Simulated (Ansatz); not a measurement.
# Site preference of B in place of Si in amorphous Si0.9Ge0.1 (71 atoms), part 3 of 4

At which site of amorphous Si0.9Ge0.1 (71 atoms) does B in place of Si cost least, and what about the site decides it?

Ansatz 0.2.0; Kohn-Sham DFT, PBE, PAW (set soft_1), plane waves.

The cell: 64 Si and 7 Ge. The quench rate of 100 K/ps is orders of magnitude faster than experiment. The starting topology of bonds comes from the classical model. Only the Γ point is sampled, in a cell whose shortest periodic width is 11 Å.

So far. Step 2 (Single point at the start): The r.m.s. force at the start is 0.46 eV/Å. Step 3 (Relaxation): The relaxation converged after 25 steps, 7.58 eV below its start, with a largest force component of 0.044 eV/Å.

**5. B on a site of Si, site Si7**

The site has 3 bonded neighbours (Si3) at 2.42 Å on average, by cutoffs that count no bonds between two metal atoms or like ions. The change is made in the relaxed cell and the atoms are relaxed again.

File input.yaml:

```yaml
crystal:
  lattice:
    - [11.4616, 0.0, 0.0]
    - [0.0, 11.4616, 0.0]
    - [0.0, 0.0, 11.4616]
  atoms:
    [... atom lines 1 to 3 left out ...]
    - { symbol: Si, position: [0.57859, 0.53573, 0.95421] }
    - { symbol: Si, position: [0.72144, 0.54784, 0.54334] }
    - { symbol: Si, position: [0.48449, 0.79768, 0.13958] }
    - { symbol: B, position: [0.5636, 0.96942, 0.05274] }
    - { symbol: Si, position: [0.30804, 0.63568, 0.52637] }
    - { symbol: Si, position: [0.25947, 0.49443, 0.02723] }
    - { symbol: Si, position: [0.48251, 0.51683, 0.28174] }
    [... atom lines 11 to 71 left out ...]
kpoints:
  mp_grid: { grid: [1, 1, 1] }
hamiltonian:
  xc: pbe
  pseudopotentials: { kind: paw, azcp: { folder: soft_1 } }
scf:
  occupations: { method: fermi_dirac, width: 0.025 }
output:
  forces: true
  eigenvalues: true
relax:
  f_tol: 0.05
  max_steps: 90
```

On the command line:

```sh
$ ansatz run input.yaml --threads 4 --pin off --max-ram 8192MiB --backend cpu --events-out ev --progress --plain --runs-dir out
```

Numbers of over 12 decimals in the logs are rounded to 6 here.

The program printed:

```text
[...]
Crystal: 71 atoms, lattice volume = 1505.691 Å³
Basis set: ecut = 420 eV, 29423 PW (Γ), exchange–correlation on 160×160×160 points (8 copies of the dense FFT grid, shifted against one another)
Bands: 248, of which v1, the nominal top of the filled ones, is band 177 counted from 1 (176 counted from 0)
Symmetry: 1 space group operations
[...]
k-points: 1
[...]
SCF iter   1: F=—  HF=-70261.396314 eV  |F-HF|=—  |Δ(HF+E_count)|=         —  Δρ=4.09e-2  dr2=3.78e1  ethr=3.10e-3  ⟨swp⟩=6.0  Hψ=1116  notcnv=0  defer=46
[...]
SCF iter   8: F=—  HF=-70253.056185 eV  |F-HF|=—  |Δ(HF+E_count)|=   3.94e-4  Δρ=2.66e-5  dr2=2.88e-5  ethr=5.45e-8  ⟨swp⟩=2.0  Hψ=364  notcnv=0  defer=61
SCF iter   9: F=-70253.056230 eV  HF=-70253.056233 eV  |F-HF|=2.41e-6  |Δ(HF+E_count)|=   4.79e-5  Δρ=1.33e-5  dr2=4.73e-6  ethr=8.17e-9  ⟨swp⟩=16.0  Hψ=1645  notcnv=0
SCF 1 converged in 9 iterations: F = -70253.056230 eV  dr2 = 4.73e-6
[...]
relax step   1: F+E_penalty+E_count = -70253.05623040 eV  Δ(F+E_penalty+E_count) = +0.000e0 eV  max|allowed force component| = 1.369e0 eV/Å  Δτ_max = 0.0000 Å  (9 SCF iters, dr2 threshold 6.25e-5 eV, accepted)
[...]
relax step   2: F+E_penalty+E_count = -70253.69201535 eV  Δ(F+E_penalty+E_count) = -6.358e-1 eV  max|allowed force component| = 1.356e0 eV/Å  Δτ_max = 0.1948 Å  (10 SCF iters, dr2 threshold 1.00e-4 eV, accepted)
[...]
relax step   3: F+E_penalty+E_count = -70254.13710377 eV  Δ(F+E_penalty+E_count) = -4.451e-1 eV  max|allowed force component| = 1.130e0 eV/Å  Δτ_max = 0.1930 Å  (10 SCF iters, dr2 threshold 1.00e-4 eV, accepted)
relax step   4: F+E_penalty+E_count = -70254.35407047 eV  Δ(F+E_penalty+E_count) = -2.170e-1 eV  max|allowed force component| = 4.255e-1 eV/Å  Δτ_max = 0.1951 Å  (9 SCF iters, dr2 threshold 1.00e-4 eV, accepted)
relax step   5: F+E_penalty+E_count = -70254.47379900 eV  Δ(F+E_penalty+E_count) = -1.197e-1 eV  max|allowed force component| = 3.136e-1 eV/Å  Δτ_max = 0.2000 Å  (10 SCF iters, dr2 threshold 2.57e-5 eV, accepted)
relax step   6: F+E_penalty+E_count = -70254.53228359 eV  Δ(F+E_penalty+E_count) = -5.848e-2 eV  max|allowed force component| = 1.243e-1 eV/Å  Δτ_max = 0.1946 Å  (10 SCF iters, dr2 threshold 1.40e-5 eV, accepted)
relax step   7: F+E_penalty+E_count = -70254.46007462 eV  Δ(F+E_penalty+E_count) = +7.221e-2 eV  max|allowed force component| = 4.125e-1 eV/Å  Δτ_max = 0.2000 Å  (14 SCF iters, rejected (line search))
relax step   8: F+E_penalty+E_count = -70254.57422992 eV  Δ(F+E_penalty+E_count) = -4.195e-2 eV  max|allowed force component| = 9.614e-2 eV/Å  Δτ_max = 0.0996 Å  (13 SCF iters, accepted)
relax step   9: F+E_penalty+E_count = -70254.60212459 eV  Δ(F+E_penalty+E_count) = -2.789e-2 eV  max|allowed force component| = 1.599e-1 eV/Å  Δτ_max = 0.0961 Å  (12 SCF iters, accepted)
relax step  10: F+E_penalty+E_count = -70254.64944775 eV  Δ(F+E_penalty+E_count) = -4.732e-2 eV  max|allowed force component| = 2.417e-1 eV/Å  Δτ_max = 0.1467 Å  (8 SCF iters, dr2 threshold 1.53e-5 eV, accepted)
relax step  11: F+E_penalty+E_count = -70254.69869515 eV  Δ(F+E_penalty+E_count) = -4.925e-2 eV  max|allowed force component| = 2.172e-1 eV/Å  Δτ_max = 0.1946 Å  (7 SCF iters, dr2 threshold 5.84e-5 eV, accepted)
relax step  12: F+E_penalty+E_count = -70254.78715632 eV  Δ(F+E_penalty+E_count) = -8.846e-2 eV  max|allowed force component| = 2.620e-1 eV/Å  Δτ_max = 0.1717 Å  (9 SCF iters, dr2 threshold 3.81e-5 eV, accepted)
relax step  13: F+E_penalty+E_count = -70254.88935122 eV  Δ(F+E_penalty+E_count) = -1.022e-1 eV  max|allowed force component| = 2.746e-1 eV/Å  Δτ_max = 0.1957 Å  (10 SCF iters, dr2 threshold 5.54e-5 eV, accepted)
relax step  14: F+E_penalty+E_count = -70255.01065178 eV  Δ(F+E_penalty+E_count) = -1.213e-1 eV  max|allowed force component| = 2.350e-1 eV/Å  Δτ_max = 0.1932 Å  (9 SCF iters, dr2 threshold 7.54e-5 eV, accepted)
relax step  15: F+E_penalty+E_count = -70255.06665848 eV  Δ(F+E_penalty+E_count) = -5.601e-2 eV  max|allowed force component| = 4.015e-1 eV/Å  Δτ_max = 0.1336 Å  (8 SCF iters, dr2 threshold 4.04e-5 eV, accepted)
relax step  16: F+E_penalty+E_count = -70255.13181043 eV  Δ(F+E_penalty+E_count) = -6.515e-2 eV  max|allowed force component| = 2.409e-1 eV/Å  Δτ_max = 0.0749 Å  (8 SCF iters, dr2 threshold 1.00e-4 eV, accepted)
relax step  17: F+E_penalty+E_count = -70255.17913265 eV  Δ(F+E_penalty+E_count) = -4.732e-2 eV  max|allowed force component| = 1.549e-1 eV/Å  Δτ_max = 0.0807 Å  (10 SCF iters, dr2 threshold 2.09e-5 eV, accepted)
relax step  18: F+E_penalty+E_count = -70255.21348976 eV  Δ(F+E_penalty+E_count) = -3.436e-2 eV  max|allowed force component| = 1.398e-1 eV/Å  Δτ_max = 0.0892 Å  (9 SCF iters, dr2 threshold 8.64e-6 eV, accepted)
relax step  19: F+E_penalty+E_count = -70255.25314586 eV  Δ(F+E_penalty+E_count) = -3.966e-2 eV  max|allowed force component| = 2.017e-1 eV/Å  Δτ_max = 0.1302 Å  (10 SCF iters, dr2 threshold 8.09e-6 eV, accepted)
relax step  20: F+E_penalty+E_count = -70255.28457818 eV  Δ(F+E_penalty+E_count) = -3.143e-2 eV  max|allowed force component| = 2.344e-1 eV/Å  Δτ_max = 0.1454 Å  (9 SCF iters, dr2 threshold 3.31e-5 eV, accepted)
relax step  21: F+E_penalty+E_count = -70255.31194642 eV  Δ(F+E_penalty+E_count) = -2.737e-2 eV  max|allowed force component| = 2.892e-1 eV/Å  Δτ_max = 0.0824 Å  (7 SCF iters, dr2 threshold 5.50e-5 eV, accepted)
relax step  22: F+E_penalty+E_count = -70255.35106513 eV  Δ(F+E_penalty+E_count) = -3.912e-2 eV  max|allowed force component| = 1.872e-1 eV/Å  Δτ_max = 0.1241 Å  (8 SCF iters, dr2 threshold 8.36e-5 eV, accepted)
relax step  23: F+E_penalty+E_count = -70255.37198040 eV  Δ(F+E_penalty+E_count) = -2.092e-2 eV  max|allowed force component| = 2.270e-1 eV/Å  Δτ_max = 0.0677 Å  (8 SCF iters, dr2 threshold 1.47e-5 eV, accepted)
relax step  24: F+E_penalty+E_count = -70255.39699957 eV  Δ(F+E_penalty+E_count) = -2.502e-2 eV  max|allowed force component| = 2.087e-1 eV/Å  Δτ_max = 0.0812 Å  (7 SCF iters, dr2 threshold 2.16e-5 eV, accepted)
relax step  25: F+E_penalty+E_count = -70255.44581245 eV  Δ(F+E_penalty+E_count) = -4.881e-2 eV  max|allowed force component| = 2.515e-1 eV/Å  Δτ_max = 0.1543 Å  (8 SCF iters, dr2 threshold 3.68e-5 eV, accepted)
relax step  26: F+E_penalty+E_count = -70255.49196210 eV  Δ(F+E_penalty+E_count) = -4.615e-2 eV  max|allowed force component| = 6.369e-1 eV/Å  Δτ_max = 0.1940 Å  (7 SCF iters, dr2 threshold 5.35e-5 eV, accepted)
relax step  27: F+E_penalty+E_count = -70255.63759072 eV  Δ(F+E_penalty+E_count) = -1.456e-1 eV  max|allowed force component| = 5.510e-1 eV/Å  Δτ_max = 0.1453 Å  (7 SCF iters, dr2 threshold 1.00e-4 eV, accepted)
relax step  28: F+E_penalty+E_count = -70255.80059482 eV  Δ(F+E_penalty+E_count) = -1.630e-1 eV  max|allowed force component| = 3.592e-1 eV/Å  Δτ_max = 0.1942 Å  (7 SCF iters, dr2 threshold 1.00e-4 eV, accepted)
relax step  29: F+E_penalty+E_count = -70255.89029415 eV  Δ(F+E_penalty+E_count) = -8.970e-2 eV  max|allowed force component| = 4.835e-1 eV/Å  Δτ_max = 0.2000 Å  (8 SCF iters, dr2 threshold 5.48e-5 eV, accepted)
relax step  30: F+E_penalty+E_count = -70255.89200052 eV  Δ(F+E_penalty+E_count) = -1.706e-3 eV  max|allowed force component| = 5.505e-1 eV/Å  Δτ_max = 0.1960 Å  (7 SCF iters, dr2 threshold 9.93e-5 eV, accepted)
relax step  31: F+E_penalty+E_count = -70255.85922324 eV  Δ(F+E_penalty+E_count) = +3.278e-2 eV  max|allowed force component| = 7.230e-1 eV/Å  Δτ_max = 0.1660 Å  (8 SCF iters, dr2 threshold 1.00e-4 eV, rejected (line search))
relax step  32: F+E_penalty+E_count = -70255.96679718 eV  Δ(F+E_penalty+E_count) = -7.480e-2 eV  max|allowed force component| = 2.664e-1 eV/Å  Δτ_max = 0.0830 Å  (13 SCF iters, accepted)
relax step  33: F+E_penalty+E_count = -70255.98713391 eV  Δ(F+E_penalty+E_count) = -2.034e-2 eV  max|allowed force component| = 6.289e-2 eV/Å  Δτ_max = 0.0563 Å  (8 SCF iters, dr2 threshold 1.66e-5 eV, accepted)
[...]
relax step  34: F+E_penalty+E_count = -70255.99204990 eV  Δ(F+E_penalty+E_count) = -4.916e-3 eV  max|allowed force component| = 3.676e-2 eV/Å  Δτ_max = 0.0174 Å  (10 SCF iters, accepted)
SCF converged after 10 iterations
Free energy (F): -70255.992050 eV
[...]
Internal energy: -70255.957378 eV  (E = F + TS)
E sigma→0 (E₀):  -70255.974714 eV
Entropy (-TS):   -0.034672 eV (-0.488 meV/atom)
Fermi energy:    6.068923 eV
[...]
Σ components = -70255.992050   (vs F -70255.992050, Δ=0.00e0)
--- Forces (eV/Å), atoms counted from 1 ---
  atom   1  Si    -0.00727488     0.00984988    -0.00224082
  atom   2  Si    -0.00118697    -0.00307672    -0.01410723
  atom   3  Si     0.00828022    -0.00001335     0.00196023
  atom   4  Si     0.00321706     0.00860517     0.00285819
[...]
atom  71  Ge    -0.00002767     0.00393281    -0.00091307
  max |Σ_I F_I| component: 1.88e-5 eV/Å
--- Band table (eV) ---
[...]
--- Relaxed structure (34 steps of the walk, 32 accepted, 0 SCFs on fresh bases) ---
  F+E_penalty+E_count = -70255.99204990 eV   max|allowed force component| = 3.676e-2 eV/Å
  atoms:
    - { symbol: Si, position: [0.028834, 0.649988, 0.834089] }
    - { symbol: Si, position: [0.462366, 0.781973, 0.525363] }
    - { symbol: Si, position: [0.043955, 0.369521, 0.226450] }
    - { symbol: Si, position: [0.584963, 0.527986, 0.956919] }
[...]
- { symbol: Ge, position: [0.707927, 0.936866, 0.346781] }
```

It took 7.3 min on 4 threads of Arm Neoverse V1, shared host; peak memory 1.5 GiB.

The relaxation converged after 34 steps, 2.94 eV below its start, with a largest force component of 0.037 eV/Å.

A closer look about the B atom, after relaxation: 10 atoms, nearest first, numbered in the order of the input, with positions taken from that point.

| atom | x | y | z | distance (Å) | bonds |
| --- | --- | --- | --- | --- | --- |
| B7 | 0.00 | 0.00 | 0.00 | 0.00 | 4 |
| Si6 | 0.32 | -1.70 | -0.98 | 1.99 | 4 |
| Si30 | -1.94 | -0.46 | 0.36 | 2.02 | 4 |
| Si34 | 0.50 | -0.17 | 1.96 | 2.03 | 4 |
| Si45 | 0.71 | 1.98 | 0.05 | 2.10 | 4 |
| Si31 | -0.47 | 1.95 | 2.12 | 2.92 | 4 |
| Si51 | -1.77 | -2.82 | -0.60 | 3.39 | 5 |
| Ge71 | 2.90 | 0.18 | 1.79 | 3.41 | 4 |
| Si48 | -1.16 | 2.13 | -2.70 | 3.63 | 4 |
| Si54 | -3.79 | 0.61 | -0.50 | 3.88 | 4 |

The column of bonds counts only the pairs Si-Si within 2.77 Å, Si-Ge within 2.83 Å, Si-B within 2.38 Å, Ge-Ge within 3.08 Å; other neighbours, such as metal atoms beside each other in a compound, aren't counted, and periodic images can show an atom twice.

The largest move is 2.08 Å, by B7.

**6. B on a site of Si, site Si1**

The site has 5 bonded neighbours (Si3Ge2) at 2.56 Å on average. 

input.yaml, the sections that differ from step 5:

```yaml
crystal:
  lattice:
    - [11.4616, 0.0, 0.0]
    - [0.0, 11.4616, 0.0]
    - [0.0, 0.0, 11.4616]
  atoms:
    - { symbol: B, position: [0.02908, 0.66017, 0.8535] }
    - { symbol: Si, position: [0.4575, 0.77415, 0.52565] }
    - { symbol: Si, position: [0.04638, 0.3569, 0.22576] }
    - { symbol: Si, position: [0.57859, 0.53573, 0.95421] }
    [... atom lines 5 to 71 left out ...]
# kpoints, hamiltonian, scf, output, relax: as in step 5
```

The program printed:

```text
[...]
Crystal: 71 atoms, lattice volume = 1505.691 Å³
Basis set: ecut = 420 eV, 29423 PW (Γ), exchange–correlation on 160×160×160 points (8 copies of the dense FFT grid, shifted against one another)
Bands: 248, of which v1, the nominal top of the filled ones, is band 177 counted from 1 (176 counted from 0)
Symmetry: 1 space group operations
[...]
k-points: 1
[...]
SCF iter   1: F=—  HF=-70261.570783 eV  |F-HF|=—  |Δ(HF+E_count)|=         —  Δρ=4.09e-2  dr2=3.81e1  ethr=3.10e-3  ⟨swp⟩=6.0  Hψ=1111  notcnv=0  defer=47
[...]
SCF iter   9: F=—  HF=-70253.145851 eV  |F-HF|=—  |Δ(HF+E_count)|=   3.20e-4  Δρ=3.43e-5  dr2=6.04e-5  ethr=1.52e-7  ⟨swp⟩=2.0  Hψ=359  notcnv=0  defer=61
SCF iter  10: F=-70253.145946 eV  HF=-70253.145937 eV  |F-HF|=9.91e-6  |Δ(HF+E_count)|=   8.57e-5  Δρ=1.58e-5  dr2=1.35e-5  ethr=1.71e-8  ⟨swp⟩=16.0  Hψ=1628  notcnv=0
SCF 1 converged in 10 iterations: F = -70253.145946 eV  dr2 = 1.35e-5
[...]
relax step   1: F+E_penalty+E_count = -70253.14594644 eV  Δ(F+E_penalty+E_count) = +0.000e0 eV  max|allowed force component| = 1.183e0 eV/Å  Δτ_max = 0.0000 Å  (10 SCF iters, dr2 threshold 6.25e-5 eV, accepted)
[...]
relax step   2: F+E_penalty+E_count = -70253.78616004 eV  Δ(F+E_penalty+E_count) = -6.402e-1 eV  max|allowed force component| = 6.478e-1 eV/Å  Δτ_max = 0.1949 Å  (8 SCF iters, dr2 threshold 8.74e-5 eV, accepted)
[...]
relax step   3: F+E_penalty+E_count = -70254.01367250 eV  Δ(F+E_penalty+E_count) = -2.275e-1 eV  max|allowed force component| = 4.295e-1 eV/Å  Δτ_max = 0.1949 Å  (10 SCF iters, dr2 threshold 2.62e-5 eV, accepted)
relax step   4: F+E_penalty+E_count = -70254.09792165 eV  Δ(F+E_penalty+E_count) = -8.425e-2 eV  max|allowed force component| = 2.916e-1 eV/Å  Δτ_max = 0.0705 Å  (6 SCF iters, dr2 threshold 5.54e-5 eV, accepted)
relax step   5: F+E_penalty+E_count = -70254.19336994 eV  Δ(F+E_penalty+E_count) = -9.545e-2 eV  max|allowed force component| = 2.170e-1 eV/Å  Δτ_max = 0.1951 Å  (8 SCF iters, dr2 threshold 3.74e-5 eV, accepted)
relax step   6: F+E_penalty+E_count = -70254.14070456 eV  Δ(F+E_penalty+E_count) = +5.267e-2 eV  max|allowed force component| = 6.186e-1 eV/Å  Δτ_max = 0.2000 Å  (9 SCF iters, dr2 threshold 2.17e-5 eV, rejected (line search))
relax step   7: F+E_penalty+E_count = -70254.27186002 eV  Δ(F+E_penalty+E_count) = -7.849e-2 eV  max|allowed force component| = 9.806e-2 eV/Å  Δτ_max = 0.0975 Å  (14 SCF iters, accepted)
relax step   8: F+E_penalty+E_count = -70254.34601662 eV  Δ(F+E_penalty+E_count) = -7.416e-2 eV  max|allowed force component| = 1.399e-1 eV/Å  Δτ_max = 0.0975 Å  (13 SCF iters, accepted)
relax step   9: F+E_penalty+E_count = -70254.46703561 eV  Δ(F+E_penalty+E_count) = -1.210e-1 eV  max|allowed force component| = 1.659e-1 eV/Å  Δτ_max = 0.1462 Å  (10 SCF iters, dr2 threshold 4.00e-6 eV, accepted)
relax step  10: F+E_penalty+E_count = -70254.62467095 eV  Δ(F+E_penalty+E_count) = -1.576e-1 eV  max|allowed force component| = 2.719e-1 eV/Å  Δτ_max = 0.1992 Å  (8 SCF iters, dr2 threshold 2.75e-5 eV, accepted)
relax step  11: F+E_penalty+E_count = -70254.78206287 eV  Δ(F+E_penalty+E_count) = -1.574e-1 eV  max|allowed force component| = 5.965e-1 eV/Å  Δτ_max = 0.1966 Å  (8 SCF iters, dr2 threshold 7.39e-5 eV, accepted)
relax step  12: F+E_penalty+E_count = -70254.97173519 eV  Δ(F+E_penalty+E_count) = -1.897e-1 eV  max|allowed force component| = 2.360e-1 eV/Å  Δτ_max = 0.1948 Å  (7 SCF iters, dr2 threshold 1.00e-4 eV, accepted)
relax step  13: F+E_penalty+E_count = -70255.08225646 eV  Δ(F+E_penalty+E_count) = -1.105e-1 eV  max|allowed force component| = 3.633e-1 eV/Å  Δτ_max = 0.1970 Å  (10 SCF iters, dr2 threshold 8.72e-6 eV, accepted)
relax step  14: F+E_penalty+E_count = -70255.14506080 eV  Δ(F+E_penalty+E_count) = -6.280e-2 eV  max|allowed force component| = 2.797e-1 eV/Å  Δτ_max = 0.1381 Å  (8 SCF iters, dr2 threshold 2.07e-5 eV, accepted)
relax step  15: F+E_penalty+E_count = -70255.19573543 eV  Δ(F+E_penalty+E_count) = -5.067e-2 eV  max|allowed force component| = 2.337e-1 eV/Å  Δτ_max = 0.0837 Å  (7 SCF iters, dr2 threshold 4.64e-5 eV, accepted)
relax step  16: F+E_penalty+E_count = -70255.24610419 eV  Δ(F+E_penalty+E_count) = -5.037e-2 eV  max|allowed force component| = 3.173e-1 eV/Å  Δτ_max = 0.1223 Å  (8 SCF iters, dr2 threshold 3.24e-5 eV, accepted)
relax step  17: F+E_penalty+E_count = -70255.30081336 eV  Δ(F+E_penalty+E_count) = -5.471e-2 eV  max|allowed force component| = 3.183e-1 eV/Å  Δτ_max = 0.1924 Å  (8 SCF iters, dr2 threshold 7.04e-5 eV, accepted)
relax step  18: F+E_penalty+E_count = -70255.35241609 eV  Δ(F+E_penalty+E_count) = -5.160e-2 eV  max|allowed force component| = 2.154e-1 eV/Å  Δτ_max = 0.0757 Å  (6 SCF iters, dr2 threshold 1.00e-4 eV, accepted)
relax step  19: F+E_penalty+E_count = -70255.40647835 eV  Δ(F+E_penalty+E_count) = -5.406e-2 eV  max|allowed force component| = 1.566e-1 eV/Å  Δτ_max = 0.1267 Å  (8 SCF iters, dr2 threshold 2.12e-5 eV, accepted)
relax step  20: F+E_penalty+E_count = -70255.44928650 eV  Δ(F+E_penalty+E_count) = -4.281e-2 eV  max|allowed force component| = 2.211e-1 eV/Å  Δτ_max = 0.1167 Å  (9 SCF iters, dr2 threshold 1.12e-5 eV, accepted)
relax step  21: F+E_penalty+E_count = -70255.50409759 eV  Δ(F+E_penalty+E_count) = -5.481e-2 eV  max|allowed force component| = 2.464e-1 eV/Å  Δτ_max = 0.1848 Å  (10 SCF iters, dr2 threshold 2.58e-5 eV, accepted)
relax step  22: F+E_penalty+E_count = -70255.54017615 eV  Δ(F+E_penalty+E_count) = -3.608e-2 eV  max|allowed force component| = 4.591e-1 eV/Å  Δτ_max = 0.1568 Å  (9 SCF iters, dr2 threshold 6.07e-5 eV, accepted)
relax step  23: F+E_penalty+E_count = -70255.58951919 eV  Δ(F+E_penalty+E_count) = -4.934e-2 eV  max|allowed force component| = 9.742e-2 eV/Å  Δτ_max = 0.0871 Å  (7 SCF iters, dr2 threshold 1.00e-4 eV, accepted)
relax step  24: F+E_penalty+E_count = -70255.60584355 eV  Δ(F+E_penalty+E_count) = -1.632e-2 eV  max|allowed force component| = 1.759e-1 eV/Å  Δτ_max = 0.1307 Å  (13 SCF iters, accepted)
relax step  25: F+E_penalty+E_count = -70255.61662395 eV  Δ(F+E_penalty+E_count) = -1.078e-2 eV  max|allowed force component| = 6.816e-2 eV/Å  Δτ_max = 0.0496 Å  (12 SCF iters, accepted)
relax step  26: F+E_penalty+E_count = -70255.62221185 eV  Δ(F+E_penalty+E_count) = -5.588e-3 eV  max|allowed force component| = 5.800e-2 eV/Å  Δτ_max = 0.0682 Å  (11 SCF iters, accepted)
[...]
relax step  27: F+E_penalty+E_count = -70255.62622901 eV  Δ(F+E_penalty+E_count) = -4.017e-3 eV  max|allowed force component| = 4.429e-2 eV/Å  Δτ_max = 0.0231 Å  (10 SCF iters, accepted)
SCF converged after 10 iterations
Free energy (F): -70255.626229 eV
[...]
Internal energy: -70255.591528 eV  (E = F + TS)
E sigma→0 (E₀):  -70255.608878 eV
Entropy (-TS):   -0.034701 eV (-0.489 meV/atom)
Fermi energy:    6.036746 eV
[...]
Σ components = -70255.626229   (vs F -70255.626229, Δ=0.00e0)
--- Forces (eV/Å), atoms counted from 1 ---
  atom   1  B      0.01460330     0.00745832     0.01095944
  atom   2  Si     0.00196360    -0.00967300     0.00325307
  atom   3  Si     0.01053913     0.00095970     0.00376154
  atom   4  Si    -0.00733473    -0.00785852     0.00909868
[...]
atom  71  Ge     0.00348320     0.00299849     0.00598656
  max |Σ_I F_I| component: 1.95e-5 eV/Å
--- Band table (eV) ---
[...]
--- Relaxed structure (27 steps of the walk, 26 accepted, 0 SCFs on fresh bases) ---
  F+E_penalty+E_count = -70255.62622901 eV   max|allowed force component| = 4.429e-2 eV/Å
  atoms:
    - { symbol: B, position: [0.00175366, 0.630864, 0.821254] }
    - { symbol: Si, position: [0.459691, 0.786551, 0.509674] }
    - { symbol: Si, position: [0.046168, 0.358832, 0.224435] }
    - { symbol: Si, position: [0.578858, 0.552435, 0.957022] }
[...]
- { symbol: Ge, position: [0.682445, 0.940425, 0.339537] }
```

Wall time 5.8 min (4 threads); peak memory 1.5 GiB.

The relaxation converged after 27 steps, 2.48 eV below its start, with a largest force component of 0.044 eV/Å.

(Continued in part 4 of 4.)

[Logs are printed without paths, hosts, clocks, repeated set-up lines and the standing remarks that a program may print on its own settings, such as how far it seeks lower states.]

[Hosts, paths, dates, database ids (printed as entryN), source tags and the programs' standing remarks are cut or masked in the printed files.]
